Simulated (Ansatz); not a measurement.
**CsGeBr3 (Pm-3m): following an unstable mode**

Wanted: the energy along a soft mode of CsGeBr3 (Pm-3m) and the structure at the end.

Method: DFT PBEsol, scalar-relativistic, plane waves, PAW; PAW set soft_1, in Ansatz 0.2.0.

Most raw output is cut from this account.

In doubt: the program warns that the response may not be converged on this k-mesh (step 2), which bears on the force constants and all frequencies.

### Step 1. Set-up

The structure is cubic, space group Pm-3m (No. 221). Conventional cell: a = 5.470 Å, b = 5.470 Å, c = 5.470 Å, α = 90.00°, β = 90.00°, γ = 90.00°. Cs has 12 Br at 3.87 Å nearest. Nearest to Ge lie 6 Br at 2.74 Å. Nearest to Br lie 2 Ge at 2.74 Å and 4 Cs at 3.87 Å. Farther neighbours and most contacts between anions are not listed.

### Step 2. Zone-centre response

The cell comes from relaxations at this level that are not shown. The zone centre is the only wavevector solved here; it holds the modes that light can see, as far as symmetry allows. The response to a homogeneous field gives the Born charges and the dielectric tensor.

input.yaml reads:

```yaml
crystal:
  lattice:
    - [5.4702110526, 0.0, 0.0]
    - [0.0, 5.4702110526, 0.0]
    - [0.0, 0.0, 5.4702110526]
  atoms:
    - { symbol: Cs, position: [0.0, 0.0, 0.0] }
    - { symbol: Ge, position: [0.5, 0.5, 0.5] }
    - { symbol: Br, position: [0.5, 0.5, 0.0] }
    - { symbol: Br, position: [0.5, 0.0, 0.5] }
    - { symbol: Br, position: [0.0, 0.5, 0.5] }
kpoints:
  mp_grid: { grid: [12, 12, 12] }
hamiltonian:
  xc: pbesol
  pseudopotentials: { kind: paw, azcp: { folder: soft_1 }, xc_functional: pbe }
scf:
  occupations: { method: fixed }
output:
  eigenvalues: true
phonons:
  method: dfpt
  dielectric: true
  rigid_motions: translations
```

The run is started by

```sh
$ ansatz run input.yaml --threads 4 --pin off --max-ram 10240MiB --backend cpu --events-out ev --progress --plain --runs-dir out
```

Elapsed: 9.4 min, on 4 threads of Arm Neoverse V2, shared host; peak memory 7.9 GiB; 37 min of CPU time.

Numbers from this step:

```yaml
gap_on_the_k_mesh: 0.3349 eV
volume_per_atom: 32.74 Å³
sum_rule_residual_before_enforcement: 8.07e-5 eV/Å²
miss_of_the_charge_sum_rule: 0.002062 e
estimated_error_of_the_dielectric_tensor: 0.03285
estimated_error_of_the_born_charges: 0.02312 e
point_group: m-3m
highest_optical_mode_at_the_zone_centre_no_lo_to_term: 75.85 cm⁻¹
lowest_optical_zone_centre_mode: -61.23 cm⁻¹
mean_high_frequency_dielectric_constant: 8.956
largest_born_charge_third_of_the_trace: 5.619 e
top_of_the_zone_centre_spectrum_with_the_field: 158.6 cm⁻¹
```

Without the LO-TO term. Patterns of degenerate modes are one choice out of their space. Modes at Γ, with each element's share of the kinetic energy (negative means imaginary):

| mode | frequency (cm⁻¹) | symmetry | Cs % | Ge % | Br % |
| --- | --- | --- | --- | --- | --- |
| 1 | -61.2 | T1u | 0 | 63 | 37 |
| 2 | -61.2 | T1u | 0 | 63 | 37 |
| 3 | -61.2 | T1u | 0 | 63 | 37 |
| 4 | 0.0 | acoustic | 30 | 16 | 54 |
| 5 | 0.0 | acoustic | 30 | 16 | 54 |
| 6 | 0.0 | acoustic | 30 | 16 | 54 |
| 7 | 41.5 | T1u | 69 | 9 | 21 |
| 8 | 41.5 | T1u | 69 | 9 | 21 |
| 9 | 41.5 | T1u | 69 | 9 | 21 |
| 10 | 51.6 | T2u | 0 | 0 | 100 |
| 11 | 51.6 | T2u | 0 | 0 | 100 |
| 12 | 51.6 | T2u | 0 | 0 | 100 |
| 13 | 75.8 | T1u | 1 | 12 | 88 |
| 14 | 75.8 | T1u | 1 | 12 | 88 |
| 15 | 75.8 | T1u | 1 | 12 | 88 |

Displacements in mode 2 (-61.2 cm⁻¹), the largest set to 1:
```
Cs1  0.00  0.00  0.00
Ge2  1.00  0.00  0.00
Br3 -0.10  0.00  0.00
Br4 -0.10  0.00  0.00
Br5 -0.72  0.00  0.00
```

Displacements in mode 13 (75.8 cm⁻¹), the largest set to 1:
```
Cs1  0.11  0.00  0.00
Ge2  0.60  0.00  0.00
Br3 -0.86  0.00  0.00
Br4 -0.86  0.00  0.00
Br5  1.00  0.00  0.00
```

Before it was imposed, the acoustic sum rule was missed by 8.1e-5 eV/Å² and the charge sum rule by 0.0021 e. Small misses are needed for a sound result but don't prove that mesh and cutoff are converged. The lowest optical mode is imaginary, 61.2i cm⁻¹, so the energy falls along it.

The log warns of the k mesh: “the force constants stand on the 12×12×12 k-mesh, whose period is 8.41 times the interband length at k = (-0.5000, -0.5000, -0.5000), direct gap 0.335 eV, under 14: take them and everything formed from them as unconverged”.

### Step 3. The mode frozen in, largest atomic shift 0 Å

The mode followed lies at Γ with frequency 61.2i cm⁻¹ and is 3-fold degenerate, the softest among the wavevectors solved. At small amplitude the distorted cell has space group no. 160 by a symmetry search on the positions. The undistorted cell that holds it gives the zero of energy on the same k mesh.

input.yaml, as its differences from that of step 2:

```diff
@@ -17,8 +17,6 @@
 scf:
-  occupations: { method: fixed }
+  occupations: { method: gaussian, width: 0.02 }
 output:
+  forces: true
+  stress: true
   eigenvalues: true
-phonons:
-  method: dfpt
-  dielectric: true
-  rigid_motions: translations
```

Elapsed: 6.2 s, on 4 threads; peak memory 0.64 GiB.

Numbers from this step:

| Quantity | Value |
| --- | --- |
| pressure | 6.64e-5 GPa |
| energy from the undistorted cell | 0 meV/atom |

At this level the gap is 0.33 eV on the k-mesh of the self-consistent run, which can miss the band edges.

### Step 4. The mode frozen in, largest atomic shift 0.14 Å

The atoms are moved along the unstable eigenvector, the largest shift by 0.14 Å, with the cell fixed.

input.yaml, the sections that differ from step 3:

```yaml
crystal:
  lattice:
    - [5.4702110526, 0.0, 0.0]
    - [0.0, 5.4702110526, 0.0]
    - [0.0, 0.0, 5.4702110526]
  atoms:
    - { symbol: Cs, position: [4.11376e-05, -4.11376e-05, -4.11376e-05] }
    - { symbol: Ge, position: [0.5147762192, 0.4852237808, 0.4852237808] }
    - { symbol: Br, position: [0.4985420648, 0.5014579352, 0.0105836317] }
    - { symbol: Br, position: [0.4985420648, 0.0105836317, 0.5014579352] }
    - { symbol: Br, position: [-0.0105836317, 0.5014579352, 0.5014579352] }
# kpoints, hamiltonian, scf, output: as in step 3
```

It took 22 s on 4 threads; peak memory 0.9 GiB.

Numbers from this step:

```
pressure                         : 0.4443 GPa
gap on the k-mesh                : 0.4361 eV
energy from the undistorted cell : -0.951 meV/atom
```

The energy, extrapolated to zero smearing, is -0.95 meV/atom against the undistorted cell.

The run ends at a pressure of 0.44 GPa, with forces up to 0.043 eV/Å.

### Step 5. Energy along the mode, all amplitudes (two of the runs are shown above)

An imaginary frequency means negative curvature, so the energy should fall and then rise again as anharmonic terms take over.

This step gave:

```yaml
depth_at_the_lowest_point_sampled: 0.951 meV/atom
largest_atomic_shift_at_that_point: 0.14 Å
```

The energy from the parent by largest atomic shift:

| largest atomic shift (Å) | energy from the parent (meV/atom) |
| --- | --- |
| 0.0000 | 0 |
| 0.0400 | -0.239 |
| 0.0800 | -0.777 |
| 0.1400 | -0.951 |
| 0.2200 | 4.57 |

Displacement at unit largest shift by atom:

| atom | x (Å) | y (Å) | z (Å) | size |
| --- | --- | --- | --- | --- |
| Cs1 | 0.002 | -0.002 | -0.002 | 0.003 |
| Ge2 | 0.577 | -0.577 | -0.577 | 0.999 |
| Br3 | -0.057 | 0.057 | 0.414 | 0.422 |
| Br4 | -0.057 | 0.414 | 0.057 | 0.422 |
| Br5 | -0.414 | 0.057 | 0.057 | 0.422 |

The lowest of the steps tried is at 0.14 Å, 0.951 meV/atom below the parent; the bottom of the well need not coincide with a step.

### Step 6. Relaxing from the distorted cell

Starting from the lowest point found, all atoms and the cell are let go, so that strain and other modes of the same symmetry can join in.

input.yaml, as its differences from that of step 4:

```diff
@@ -17,3 +17,3 @@
 scf:
-  occupations: { method: gaussian, width: 0.02 }
+  occupations: { method: fixed }
 output:
@@ -22 +22,6 @@
   eigenvalues: true
+relax:
+  adjacent_minimum: "off"
+  f_tol: 0.002
+  max_steps: 120
+  cell: { stress_tol: 0.03 }
```

Run time: 2.4 min. Hardware: 4 threads; peak memory 0.98 GiB; 9.6 min of CPU time.

Step by step:

| step | energy less that of the first step (eV) | largest force component (eV/Å) | pressure (GPa) | volume (Å³) |
| --- | --- | --- | --- | --- |
| 1 | 0.0000 | 0.0288 | 0.44 | 163.69 |
| 2 | -0.0036 | 0.0013 | 0.14 | 165.55 |
| 3 | -0.0043 | 0.0125 | 0.00 | 166.58 |
| 4 | -0.0044 | 0.0113 | -0.01 | 166.75 |
| 5 | -0.0045 | 0.0078 | 0.01 | 167.39 |
| 6 | -0.0046 | 0.0005 | 0.00 | 167.31 |
| 7* | -0.0049 | 0.0004 | 0.00 | 167.31 |

Relaxation steps marked * repeat the geometry before them on a plane-wave basis chosen anew for their cell, so energy and pressure can jump there.

The run keeps the 6 symmetry operations that it works with, so distortions that break them were not tested.

| conventional cell, symmetrised | before | after | change |
| --- | --- | --- | --- |
| a (Å) | 7.736 | 7.758 | +0.3 % |
| b (Å) | 7.736 | 7.758 | +0.3 % |
| c (Å) | 9.475 | 9.630 | +1.6 % |
| volume (Å³/atom) | 32.74 | 33.46 | +2.2 % |

The atoms that moved most (Å, as changes of fractional coordinates times the final cell):

| atom | dx | dy | dz | length |
| --- | --- | --- | --- | --- |
| Ge2 | 0.012 | -0.012 | -0.012 | 0.021 |
| Br3 | -0.004 | 0.004 | 0.007 | 0.009 |
| Br4 | -0.004 | 0.007 | 0.004 | 0.009 |
| Br5 | -0.007 | 0.004 | 0.004 | 0.009 |

Numbers from this step:

* pressure: -0.001671 GPa
* gap on the k-mesh: 0.5716 eV
* volume per atom: 33.46 Å³

The distorted start has space group R3m; the relaxation ends in R3m.

### Step 7. The new phase in its own primitive cell

The relaxed structure is symmetrised, reduced to its primitive cell and relaxed tightly, as its phonons need.

input.yaml, the sections that differ from step 6:

```yaml
crystal:
  lattice:
    - [3.8788937991, 2.239480379, 3.2100207496]
    - [-3.8788937991, 2.239480379, 3.2100207496]
    - [0.0, -4.4789607581, 3.2100207496]
  atoms:
    - { symbol: Cs, position: [0.0004510016, 0.0004510016, 0.0004510016] }
    - { symbol: Ge, position: [0.5169637268, 0.5169637268, 0.5169637268] }
    - { symbol: Br, position: [0.4978607491, 0.9881816281, 0.4978607491] }
    - { symbol: Br, position: [0.9881816281, 0.4978607491, 0.4978607491] }
    - { symbol: Br, position: [0.4978607491, 0.4978607491, 0.9881816281] }
relax:
  adjacent_minimum: "off"
  f_tol: 0.001
  max_steps: 60
  cell: { stress_tol: 0.01 }
# kpoints, hamiltonian, scf, output: as in step 6
```

Run time: 49 s. Hardware: 4 threads; peak memory 0.97 GiB; 3.2 min of CPU time.

Little changed from the start: no atom moved by 0.005 Å and no cell edge by 0.1 %.

This step gave:

* pressure: -0.001672 GPa
* direct gap on mesh: 0.5716 eV

The largest force component left is 0.57 meV/Å and the pressure is -0.002 GPa, within the tolerances set. The cell now holds 33.46 Å³/atom.

### Step 8. Results

```
unstable mode of the parent                                                      : q = (0, 0, 0), 61i cm⁻¹
depth at the lowest point sampled                                                : 0.951 meV/atom
largest atomic shift at that point                                               : 0.14 Å
space group reached (within 0.01 Å)                                              : R3m
energy gained over the parent (first relaxation, on the mesh of the frozen mode) : 1.92 meV/atom
volume per atom, phase reached                                                   : 33.5 Å³
gap on the k-mesh, phase reached                                                 : 0.572 eV
```

Along this mode the structure falls into R3m, 1.92 meV/atom below the parent. At the parent's cell the well is 0.951 meV/atom deep on the steps tried, with its lowest point at a shift of 0.14 Å. Relaxing atoms and cell changes the gain by +0.97 meV/atom against the lowest step (energies at zero smearing). The modes of the phase reached were not computed on this path. How so shallow a well moves with the k mesh was not tested. Of the 3 patterns followed to their end from this parent, this one reaches the lowest energy. Another end point lies within 1 meV/atom; how such a difference moves with mesh and cutoff was not tested. Each path keeps the symmetry of its pattern, so a lower phase may lie along a pattern not tried. With the field response the log warns that the k mesh is coarse for the force constants too, so the frequencies may not be converged. Spin-orbit coupling is left out, which can matter for the heavy elements here. The PAW files were made for PBE and serve the other functionals too.

[Logs are printed without paths, hosts, clocks, repeated set-up lines and the standing remarks that a program may print on its own settings, such as how far it seeks lower states.]

[Hosts, paths, dates, database ids (printed as entryN), source tags and the programs' standing remarks are cut or masked in the printed files.]
